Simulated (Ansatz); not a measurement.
# Y on Ni(111): change of the work function, part 3 of 5

How does one ordered layer of Y (hcp site) change the work function of Ni(111), and what dipole does each adsorbate carry?

Ansatz 0.2.0; plane-wave DFT, PBE-D3(BJ), Ansatz PAW.

So far, work function, upper face (eV): step 2 (the clean slab) 5.07.

## (3) Adsorbate added (continued)

Spin density in the ca plane at fractional y = 0.328, with atoms of Ni and Y within 0.2 Å of it.

Values in units of 1e-1 e/Å³, 7 rows by 16 columns, each cell a mean:
```
-0.1 -0.1 -0.1 -0.1  1.9  4.7  0.0  0.0  0.0  0.0  0.0  0.0  0.0  0.0  0.0  0.0
-0.1 -0.1 -0.1 -0.1  1.9  4.7  0.0  0.0  0.0  0.0  0.0  0.0  0.0  0.0  0.0  0.0
 0.1  0.2  0.2  0.3  0.0  0.0  0.0  0.1  0.0  0.0  0.0  0.0  0.0  0.0  0.0  0.0
 0.0  0.1  0.0  0.1  0.3  0.8  0.0  0.0 -0.1 -0.1  0.0  0.0  0.0  0.0  0.0  0.0
-0.1 -0.1 -0.1 -0.1  3.3  7.6  0.0 -0.1 -0.1 -0.1  0.0  0.0  0.0  0.0  0.0  0.0
 0.0  0.1  0.0  0.1  0.3  0.8  0.0  0.0 -0.1 -0.1  0.0  0.0  0.0  0.0  0.0  0.0
 0.1  0.3  0.2  0.3  0.0  0.0  0.0  0.1  0.0  0.0  0.0  0.0  0.0  0.0  0.0  0.0
```
Columns run along c (16.0 Å, from fractional 0.30 to 0.89 of the cell), rows up along a (5.0 Å). Atoms in or near the plane, at fractional coordinates: Ni at (0.48, 0.33), Ni at (0.48, 0.84), Y at (0.63, 0.33).

ELF in the ca plane at fractional y = 0.328, with atoms of Ni and Y within 0.2 Å of it. It is the smooth field of the valence electrons, not physical close to the nuclei.

Values, 7 rows by 16 columns, each cell a mean:
```
0.27 0.23 0.22 0.25 0.27 0.34 0.24 0.26 0.31 0.22 0.20 0.14 0.05 0.01 0.00 0.00
0.27 0.23 0.22 0.25 0.27 0.35 0.24 0.26 0.31 0.22 0.20 0.14 0.05 0.01 0.00 0.00
0.19 0.20 0.20 0.21 0.23 0.22 0.20 0.20 0.23 0.11 0.13 0.18 0.07 0.01 0.00 0.00
0.21 0.20 0.20 0.21 0.23 0.23 0.21 0.23 0.45 0.69 0.18 0.20 0.11 0.02 0.00 0.00
0.31 0.26 0.24 0.29 0.31 0.42 0.27 0.30 0.63 0.71 0.28 0.20 0.13 0.02 0.00 0.00
0.21 0.20 0.20 0.21 0.23 0.23 0.21 0.23 0.46 0.69 0.18 0.20 0.11 0.02 0.00 0.00
0.19 0.20 0.20 0.21 0.23 0.22 0.20 0.21 0.23 0.12 0.12 0.18 0.07 0.01 0.00 0.00
```
Columns run along c (16.0 Å, from fractional 0.30 to 0.89 of the cell), rows up along a (5.0 Å). Atoms in or near the plane, at fractional coordinates: Ni at (0.48, 0.33), Ni at (0.48, 0.84), Y at (0.63, 0.33).

Electrostatic potential energy in the ca plane at fractional y = 0.328, with atoms of Ni and Y within 0.2 Å of it. With pseudopotentials it is smooth inside the atoms' cores, unlike the true potential.

Values in eV, 7 rows by 16 columns, each cell a mean:
```
  4   3   4   2 -22 -35   3   3   7   6   6   7   7   7   7   7
  4   3   4   2 -22 -35   3   4   7   6   6   7   7   7   7   7
 -3  -8  -5 -12   1   0  -2  -7   3   1   5   6   7   7   7   7
  0  -3   0  -4  -8 -15   1  -2 -17 -26   1   6   7   7   7   7
  5   5   5   4 -29 -41   4   3 -35 -46  -3   5   7   7   7   7
  1  -2   0  -5  -9 -16   1  -2 -17 -26   1   6   7   7   7   7
 -4  -9  -5 -12   2   0  -3  -8   3   1   4   6   7   7   7   7
```
Columns run along c (16.0 Å, from fractional 0.30 to 0.89 of the cell; values clipped at the 3rd and 97th percentile), rows up along a (5.0 Å). Atoms in or near the plane, at fractional coordinates: Ni at (0.48, 0.33), Ni at (0.48, 0.84), Y at (0.63, 0.33).

The relaxation took 9 steps and lowered the energy by 1.7 eV; the largest force on the free atoms ends at 0.0031 eV/Å.

By hand: a sheet of dipoles makes a step −p/(ε₀A) in the electron's potential. With e/ε₀ = 180.95 V·Å, p = 0.3024 e·Å and A = 21.46 Å², that is −180.95 × (0.3024) / 21.46 = -2.549 eV, and the two vacuum levels of the run differ by -2.549 eV.

The covered face has 2.51 eV, -2.55 eV against the clean one; the bare back face has moved by -0.02 eV, a measure of how thin the slab is.

## (4) Work function against coverage

This step: plane-wave DFT, PBE-D3(BJ), Ansatz PAW; work function against coverage (Ansatz 0.2.0).

The runs are now put side by side.

Numbers from this step:

- work function of the clean face: 5.068 eV
- largest change of the work function: -2.555 eV

Table of work function of the covered face by coverage:

```
coverage (adsorbates/nm²)  work function of the covered face (eV)
                     0.00                                    5.07
                     4.66                                    2.51
```

The dipole per adsorbate comes from the change of the cell's dipole. Coverage, by row:

```
coverage (1/nm²)  coverage (ML)  work function (eV)  change (eV)  dipole per adsorbate, positive end outwards (debye)  mean height of the added atoms over the highest substrate atom (Å)
            4.66           0.25               2.513       -2.555                                                1.445                                                               1.821
```

## (5) The slab at 0.25 ML, atoms frozen

This step: plane-wave DFT, PBE-D3(BJ), Ansatz PAW (Ansatz 0.2.0).

To see where the charge goes, the covered slab, the bare substrate and the adsorbate layer are each run at the same frozen positions and on the same grid.

input.yaml reads:

```yaml
crystal:
  lattice:
    - [4.9780317395, 0.0, 0.0]
    - [2.4890158698, 4.3111019473, 0.0]
    - [0.0, 0.0, 26.985705089]
  atoms:
    - { symbol: Ni, position: [0.0, 0.0, 0.3335099072], spin: 0.7 }
    - { symbol: Ni, position: [0.1666666667, 0.1666666667, 0.4088191474], spin: 0.7 }
    - { symbol: Ni, position: [0.3333333333, 0.3333333333, 0.4823636357], spin: 0.7 }
    - { symbol: Ni, position: [0.0, 0.0, 0.5635974232], spin: 0.7 }
    - { symbol: Ni, position: [0.0, 0.5, 0.3335099072], spin: 0.7 }
    - { symbol: Ni, position: [0.1666666667, 0.6666666667, 0.4088191474], spin: 0.7 }
    - { symbol: Ni, position: [0.3284481639, 0.835775918, 0.4827893778], spin: 0.7 }
    - { symbol: Ni, position: [-0.008906887, 0.5044534435, 0.5561808583], spin: 0.7 }
    - { symbol: Ni, position: [0.5, 0.0, 0.3335099072], spin: 0.7 }
    - { symbol: Ni, position: [0.6666666667, 0.1666666667, 0.4088191474], spin: 0.7 }
    - { symbol: Ni, position: [0.835775918, 0.3284481639, 0.4827893778], spin: 0.7 }
    - { symbol: Ni, position: [0.5044534435, -0.008906887, 0.5561808583], spin: 0.7 }
    - { symbol: Ni, position: [0.5, 0.5, 0.3335099072], spin: 0.7 }
    - { symbol: Ni, position: [0.6666666667, 0.6666666667, 0.4088191474], spin: 0.7 }
    - { symbol: Ni, position: [0.835775918, 0.835775918, 0.4827893778], spin: 0.7 }
    - { symbol: Ni, position: [0.5044534435, 0.5044534435, 0.5561808583], spin: 0.7 }
    - { symbol: "Y", position: [0.3333333333, 0.3333333333, 0.6310755754] }
magnetization:
  spin_polarized: true
kpoints:
  mp_grid: { grid: [7, 7, 1] }
hamiltonian:
  xc: pbe
  dispersion: d3bj
scf:
  occupations: { method: fermi_dirac, width: 0.1 }
  convergence: { dr2_threshold: 1.0e-08 }
efield:
  axis: 3
  dipole_correction: true
  ramp_position: 0.97
  ramp_width: 0.06
output:
  write_potential: true
  write_density: true
  volumetric_format: npy
```

On the command line:

```
> ansatz run input.yaml --threads 4 --pin off --max-ram 12288MiB --backend cpu --events-out ev --progress --plain --runs-dir out
```

Numbers of over 12 decimals in the logs are rounded to 6 here.

The log of the run:

```text
[...]
Crystal: 17 atoms, lattice volume = 579.135 Å³
Basis set: ecut = 420 eV, 11281 PW (Γ)
Bands: 187, of which v1, the nominal top of the filled ones, is band 150 counted from 1 (149 counted from 0)
Symmetry: 6 space group operations
k-points: 8 of 49 (time reversal used)
[...]
Starting moments: Σ|m| = 11.2 μB on 16 of 17 sites
[...]
SCF iter   1: F=—  HF=-97272.382226 eV  |F-HF|=—  |Δ(HF+E_count)|=         —  Δρ=3.21e-2 (↑1.64e-2 ↓3.21e-2)  dr2=2.60e1  dr2_m=2.19e0  M=11.842 μB ∫|m|=12.601 μB  β_m=1.00  ethr=3.10e-3  p=0.000 e·Å  D=4.11e-6 V/Å  ΔV_dip=-0.00 eV  dr2_dipole=1.69e0  V_vac-E_F(+/−)=7.15/7.15 eV  ⟨swp⟩=8.4  Hψ=14220  notcnv=0  defer=192
[...]
SCF iter  19: F=-97286.716511 eV  HF=-97286.716511 eV  |F-HF|=4.00e-9  |Δ(HF+E_count)|=   1.89e-9  Δρ=2.81e-7 (↑1.95e-7 ↓2.81e-7)  dr2=2.91e-9  dr2_m=1.05e-10  M=8.585 μB ∫|m|=10.165 μB  ethr=3.20e-12  p=0.302 e·Å  D=9.45e-2 V/Å  ΔV_dip=-2.55 eV  dr2_dipole=8.56e-10  V_vac-E_F(+/−)=2.51/5.06 eV  ⟨swp⟩=12.8  Hψ=12963  notcnv=0
SCF 1 converged in 19 iterations: F = -97286.716511 eV  dr2 = 2.91e-9
[...]
SCF converged after 19 iterations
Magnetization: 8.5849 μB (153.7925 up, 145.2075 down)
Absolute magnetization: 10.1752 μB (∫|ρ↑−ρ↓|, with the PAW one-centre terms)
[...]
Per-site moments (μB) at R_I (Å): [(0.699057, 1.026719), (0.702904, 1.010743), (0.626292, 1.010743), (0.409152, 1.030155), (0.702874, 1.026719), (0.702904, 1.010743), (0.617911, 1.007492), (0.256202, 0.999284), (0.702874, 1.026719), (0.702904, 1.010743), (0.617911, 1.007492), (0.256202, 0.999284), (0.702874, 1.026719), (0.701271, 1.019685), (0.617911, 1.007492), (0.256202, 0.999284), (-0.045651, 1.032214)]
Free energy (F): -97286.716511 eV
[...]
Internal energy: -97285.819028 eV  (E = F + TS)
E sigma→0 (E₀):  -97286.267769 eV
Entropy (-TS):   -0.897483 eV (-52.793 meV/atom)
Fermi energy:    3.673886 eV
Dipole field:    D = 0.094479 V/Å  (p = 0.302381 e·Å, saw-weighted, corrected)
Work function:   Φ+ = 2.5133 eV   Φ− = 5.0628 eV
[...]
--- Band table (eV; the first three rows and the last of 16) ---
  k-point 0 ↑: bands = [... 146 lower, 3.2631, 3.2636, 3.2636, 3.4440, 3.4497, 3.4502, 3.4502, 3.7737, ... 33 higher]
  k-point 1 ↑: bands = [... 146 lower, 3.1460, 3.1623, 3.1869, 3.2736, 3.2991, 3.3476, 3.3777, 3.8861, ... 33 higher]
  k-point 2 ↑: bands = [... 146 lower, 3.0529, 3.0878, 3.1012, 3.1359, 3.1777, 3.1818, 3.2197, 3.5614, ... 33 higher]
  k-point 7 ↓: bands = [... 146 lower, 3.6878, 3.6994, 3.7385, 3.7526, 3.7667, 3.7976, 3.8162, 3.8272, ... 33 higher]
```

Elapsed: 2.8 min, on 4 threads of Arm Neoverse V1, shared host; peak memory 3.3 GiB.

In the SCF lines HF is the Harris–Foulkes energy and dr2 the Hartree energy of the density residual, in eV; the loop may stop once dr2 is under the threshold and the program's other checks hold. Hψ counts applications of the Hamiltonian.

Numbers from this step:

| Quantity | Value |
| --- | --- |
| step between the vacuum levels | -2.550 eV |

The work function of the upper face is 2.51 eV.

## (6) The substrate of the 0.25 ML cell alone

System of this step: Y/Ni(111), substrate alone, atoms held. The cell holds 16 atoms: 16 Ni. Its edges and angles: a = 4.978 Å, b = 4.978 Å, c = 26.986 Å, α = 90.0°, β = 90.0°, γ = 60.0°. Vacuum lies along c.

The second part, atoms unmoved.

input.yaml, the sections that differ from step 5:

```yaml
crystal:
  lattice:
    - [4.9780317395, 0.0, 0.0]
    - [2.4890158698, 4.3111019473, 0.0]
    - [0.0, 0.0, 26.985705089]
  atoms:
    - { symbol: Ni, position: [0.0, 0.0, 0.3335099072], spin: 0.7 }
    - { symbol: Ni, position: [0.1666666667, 0.1666666667, 0.4088191474], spin: 0.7 }
    - { symbol: Ni, position: [0.3333333333, 0.3333333333, 0.4823636357], spin: 0.63 }
    - { symbol: Ni, position: [0.0, 0.0, 0.5635974232], spin: 0.41 }
    - { symbol: Ni, position: [0.0, 0.5, 0.3335099072], spin: 0.7 }
    - { symbol: Ni, position: [0.1666666667, 0.6666666667, 0.4088191474], spin: 0.7 }
    - { symbol: Ni, position: [0.3284481639, 0.835775918, 0.4827893778], spin: 0.62 }
    - { symbol: Ni, position: [-0.008906887, 0.5044534435, 0.5561808583], spin: 0.26 }
    - { symbol: Ni, position: [0.5, 0.0, 0.3335099072], spin: 0.7 }
    - { symbol: Ni, position: [0.6666666667, 0.1666666667, 0.4088191474], spin: 0.7 }
    - { symbol: Ni, position: [0.835775918, 0.3284481639, 0.4827893778], spin: 0.62 }
    - { symbol: Ni, position: [0.5044534435, -0.008906887, 0.5561808583], spin: 0.26 }
    - { symbol: Ni, position: [0.5, 0.5, 0.3335099072], spin: 0.7 }
    - { symbol: Ni, position: [0.6666666667, 0.6666666667, 0.4088191474], spin: 0.7 }
    - { symbol: Ni, position: [0.835775918, 0.835775918, 0.4827893778], spin: 0.62 }
    - { symbol: Ni, position: [0.5044534435, 0.5044534435, 0.5561808583], spin: 0.26 }
# magnetization, kpoints, hamiltonian, scf, efield, output: as in step 5
```

The log of the run:

```text
[...]
Crystal: 16 atoms, lattice volume = 579.135 Å³
Basis set: ecut = 420 eV, 11281 PW (Γ)
Bands: 179, of which v1, the nominal top of the filled ones, is band 144 counted from 1 (143 counted from 0)
Symmetry: 6 space group operations
k-points: 8 of 49 (time reversal used)
[...]
Starting moments: Σ|m| = 9.28 μB on 16 of 16 sites
[...]
SCF iter   1: F=—  HF=-93421.803507 eV  |F-HF|=—  |Δ(HF+E_count)|=         —  Δρ=4.62e-2 (↑2.87e-2 ↓4.62e-2)  dr2=1.08e1  dr2_m=6.58e0  M=13.507 μB ∫|m|=14.317 μB  β_m=0.66  ethr=3.10e-3  p=0.000 e·Å  D=4.13e-6 V/Å  ΔV_dip=-0.00 eV  dr2_dipole=7.08e-4  V_vac-E_F(+/−)=7.18/7.18 eV  ⟨swp⟩=9.8  Hψ=14276  notcnv=0  defer=175
[...]
SCF iter  17: F=-93436.152236 eV  HF=-93436.152236 eV  |F-HF|=6.59e-9  |Δ(HF+E_count)|=   1.88e-9  Δρ=9.40e-7 (↑3.59e-7 ↓9.40e-7)  dr2=7.59e-9  dr2_m=5.88e-10  M=10.593 μB ∫|m|=12.172 μB  ethr=1.67e-12  p=0.002 e·Å  D=5.73e-4 V/Å  ΔV_dip=-0.02 eV  dr2_dipole=4.54e-10  V_vac-E_F(+/−)=5.06/5.08 eV  ⟨swp⟩=12.2  Hψ=12866  notcnv=0
SCF 1 converged in 17 iterations: F = -93436.152236 eV  dr2 = 7.59e-9
[...]
SCF converged after 17 iterations
Magnetization: 10.5929 μB (149.2964 up, 138.7036 down)
Absolute magnetization: 12.1844 μB (∫|ρ↑−ρ↓|, with the PAW one-centre terms)
[...]
Per-site moments (μB) at R_I (Å): [(0.699862, 1.026719), (0.703567, 1.010743), (0.695658, 1.010743), (0.720469, 1.030155), (0.699647, 1.026719), (0.703567, 1.010743), (0.706482, 1.007492), (0.700228, 0.999284), (0.699647, 1.026719), (0.703567, 1.010743), (0.706482, 1.007492), (0.700228, 0.999284), (0.699647, 1.026719), (0.717254, 1.019685), (0.706482, 1.007492), (0.700228, 0.999284)]
Free energy (F): -93436.152236 eV
[...]
Internal energy: -93435.222160 eV  (E = F + TS)
E sigma→0 (E₀):  -93435.687198 eV
Entropy (-TS):   -0.930076 eV (-58.130 meV/atom)
Fermi energy:    1.967571 eV
Dipole field:    D = 0.000590 V/Å  (p = 0.001888 e·Å, saw-weighted, corrected)
Work function:   Φ+ = 5.0639 eV   Φ− = 5.0798 eV
[...]
--- Band table (eV; the first three rows and the last of 16) ---
  k-point 0 ↑: bands = [... 140 lower, 1.4026, 1.4093, 1.5423, 1.5423, 1.5427, 1.5599, 1.5599, 1.5607, ... 31 higher]
  k-point 1 ↑: bands = [... 140 lower, 1.3609, 1.4014, 1.4130, 1.4478, 1.4541, 1.4779, 1.4891, 1.7608, ... 31 higher]
  k-point 2 ↑: bands = [... 140 lower, 1.2402, 1.2631, 1.3230, 1.3264, 1.3579, 1.3642, 1.3941, 1.4133, ... 31 higher]
  k-point 7 ↓: bands = [... 140 lower, 1.9950, 2.0354, 2.0552, 2.0606, 2.0813, 2.1109, 2.1190, 2.1382, ... 31 higher]
```

It took 2.3 min on 4 threads; peak memory 3.2 GiB.

This step gave:

```yaml
energy_at_zero_smearing: -93435.6872 eV
total_moment: 10.59 μB
work_function_upper_face: 5.064 eV
dipole_along_the_normal: 0.001888 e·Å
```

Site moment by atom:

```
atom  site moment (μB)
 Ni1             0.700
 Ni2             0.704
 Ni3             0.696
 Ni4             0.720
 Ni5             0.700
 Ni6             0.704
 Ni7             0.706
 Ni8             0.700
 Ni9             0.700
Ni10             0.704
Ni11             0.706
Ni12             0.700
Ni13             0.700
Ni14             0.717
Ni15             0.706
Ni16             0.700
```

The work function of the upper face is 5.06 eV.

## (7) The adsorbate layer of the 0.25 ML cell alone

System of this step: Y/Ni(111), adsorbate layer alone, atoms held. The cell holds 1 atom: 1 Y. Cell: a = 4.978 Å, b = 4.978 Å, c = 26.986 Å, α = 90.0°, β = 90.0°, γ = 60.0°. Vacuum lies along c.

The third part; a free layer of atoms may carry a moment, so spin is on.

input.yaml, the sections that differ from step 6:

```yaml
crystal:
  lattice:
    - [4.9780317395, 0.0, 0.0]
    - [2.4890158698, 4.3111019473, 0.0]
    - [0.0, 0.0, 26.985705089]
  atoms:
    - { symbol: "Y", position: [0.3333333333, 0.3333333333, 0.6310755754], spin: 1.0 }
# magnetization, kpoints, hamiltonian, scf, efield, output: as in step 6
```

The log of the run:

```text
[...]
Crystal: 1 atoms, lattice volume = 579.135 Å³
Basis set: ecut = 420 eV, 11281 PW (Γ)
Bands: 10, of which v1, the nominal top of the filled ones, is band 6 counted from 1 (5 counted from 0)
Symmetry: 12 space group operations
k-points: 8 of 49
[...]
Starting moments: Σ|m| = 1 μB on 1 of 1 site
[...]
SCF iter   1: F=—  HF=-3845.710740 eV  |F-HF|=—  |Δ(HF+E_count)|=         —  Δρ=3.46e-3 (↑3.46e-3 ↓1.61e-3)  dr2=3.81e-1  dr2_m=1.36e-2  M=0.867 μB ∫|m|=0.867 μB  β_m=1.00  ethr=3.10e-3  p=-0.000 e·Å  D=-1.64e-8 V/Å  ΔV_dip=0.00 eV  dr2_dipole=4.43e-10  V_vac-E_F(+/−)=3.24/3.24 eV  ⟨swp⟩=5.7  Hψ=2305  notcnv=0
[...]
automatic band count: the SCF goes on with 14 bands, as 10 were too few: the levels above may hold too much charge
[...]
SCF iter   2: F=—  HF=-3845.685433 eV  |F-HF|=—  |Δ(HF+E_count)|=   2.53e-2  Δρ=1.99e-3 (↑1.99e-3 ↓1.40e-3)  dr2=2.48e-1  dr2_m=5.16e-4  M=0.887 μB ∫|m|=0.887 μB  β_m=0.57  ethr=3.10e-3  p=-0.000 e·Å  D=-4.93e-6 V/Å  ΔV_dip=0.00 eV  dr2_dipole=2.21e-8  V_vac-E_F(+/−)=3.22/3.22 eV  ⟨swp⟩=1.6  Hψ=372  notcnv=0
[...]
SCF iter  31: F=-3845.675189 eV  HF=-3845.675185 eV  |F-HF|=4.22e-6  |Δ(HF+E_count)|=   3.37e-6  Δρ=2.59e-5 (↑2.59e-5 ↓7.49e-6)  dr2=2.55e-6  dr2_m=1.16e-6  M=0.919 μB ∫|m|=0.919 μB  ethr=9.02e-8  p=-0.000 e·Å  D=-4.11e-6 V/Å  ΔV_dip=0.00 eV  dr2_dipole=4.17e-10  V_vac-E_F(+/−)=3.18/3.18 eV  ⟨swp⟩=8.2  Hψ=1242  notcnv=0
[...]
iteration 31: the SCF's residuals had fallen too slowly under its mixing. It goes on by minimising its free energy, and can end on another state than longer mixing would; under `scf.algorithm: density_mixing` no SCF does so, but by `scf.convergence.dm_fallback`
SCF iter  32: F=—  HF=-3845.675194 eV  |F-HF|=—  |Δ(HF+E_count)|=   9.30e-6  Δρ=5.32e-6 (↑5.32e-6 ↓2.89e-6)  dr2=7.55e-8  dr2_m=8.02e-8  M=0.919 μB ∫|m|=0.919 μB  ethr=2.32e-8  p=-0.000 e·Å  D=-1.70e-6 V/Å  ΔV_dip=0.00 eV  dr2_dipole=1.86e-10  V_vac-E_F(+/−)=3.18/3.18 eV  ⟨swp⟩=3.2  Hψ=1562  notcnv=0
[...]
SCF iter  35: F=-3845.675195 eV  HF=-3845.675195 eV  |F-HF|=1.86e-10  |Δ(HF+E_count)|=  1.36e-12  Δρ=1.76e-7 (↑1.37e-7 ↓1.76e-7)  dr2=3.58e-10  dr2_m=3.19e-11  M=0.919 μB ∫|m|=0.919 μB  ethr=3.27e-12  p=0.000 e·Å  D=5.91e-7 V/Å  ΔV_dip=-0.00 eV  dr2_dipole=1.67e-13  V_vac-E_F(+/−)=3.18/3.18 eV  ⟨swp⟩=1.0  Hψ=731  notcnv=0
SCF 1 converged in 35 iterations: F = -3845.675195 eV  dr2 = 3.58e-10
[...]
at 7 of the mixer's solves, the last at iteration 21, it left a direction of its history that read negative out of its fit and stepped the other way along it
[...]
SCF converged after 35 iterations
Magnetization: 0.9185 μB (5.9593 up, 5.0407 down)
Absolute magnetization: 0.9187 μB (∫|ρ↑−ρ↓|, with the PAW one-centre terms)
[...]
Per-site moments (μB) at R_I (Å): [(0.767281, 2.053438)]
Free energy (F): -3845.675195 eV
[...]
Internal energy: -3845.500968 eV  (E = F + TS)
E sigma→0 (E₀):  -3845.588081 eV
Entropy (-TS):   -0.174227 eV (-174.227 meV/atom)
Fermi energy:    -2.315538 eV
Dipole field:    D = 0.000001 V/Å  (p = 0.000003 e·Å, saw-weighted, corrected)
Work function:   Φ+ = 3.1814 eV   Φ− = 3.1815 eV
[...]
--- Band table (eV; the first three rows and the last of 16) ---
  k-point 0 ↑: bands = [... 2 lower, -27.2929, -27.2929, -4.7588, -2.4756, -1.8850, -1.8850, -1.7833, -1.4348, ... 4 higher]
  k-point 1 ↑: bands = [... 2 lower, -27.2944, -27.2933, -4.5683, -2.4352, -1.9875, -1.9303, -1.7707, -1.4618, ... 4 higher]
  k-point 2 ↑: bands = [... 2 lower, -27.2980, -27.2942, -4.0348, -2.3601, -2.1605, -2.0959, -1.5209, -1.4704, ... 4 higher]
  k-point 7 ↓: bands = [... 2 lower, -27.0054, -26.9181, -2.5101, -2.1575, -1.7226, -1.4960, -1.4892, -0.8165, ... 4 higher]
```

Wall time 20 s (4 threads); peak memory 0.84 GiB; 74 s of CPU time.

This step gave:

| Quantity | Value |
| --- | --- |
| energy at zero smearing | -3845.5881 eV |
| total moment | 0.9185 μB |
| site moments | 0.7673 μB |
| dipole along the normal | 2.92e-6 e·Å |

Site moment by atom:

```
atom  site moment (μB)
  Y1             0.767
```

The free layer carries a moment of 0.9 μB a cell.

(Continued in part 4 of 5.)

[Logs are printed without paths, hosts, clocks, repeated set-up lines and the standing remarks that a program may print on its own settings, such as how far it seeks lower states.]

[Hosts, paths, dates, database ids (printed as entryN), source tags and the programs' standing remarks are cut or masked in the printed files.]

[Maps of the electrostatic potential energy from Ansatz leave out the sawtooth potential of an applied field or a dipole correction, so their vacuum need not be flat; planar profiles and work functions include it.]
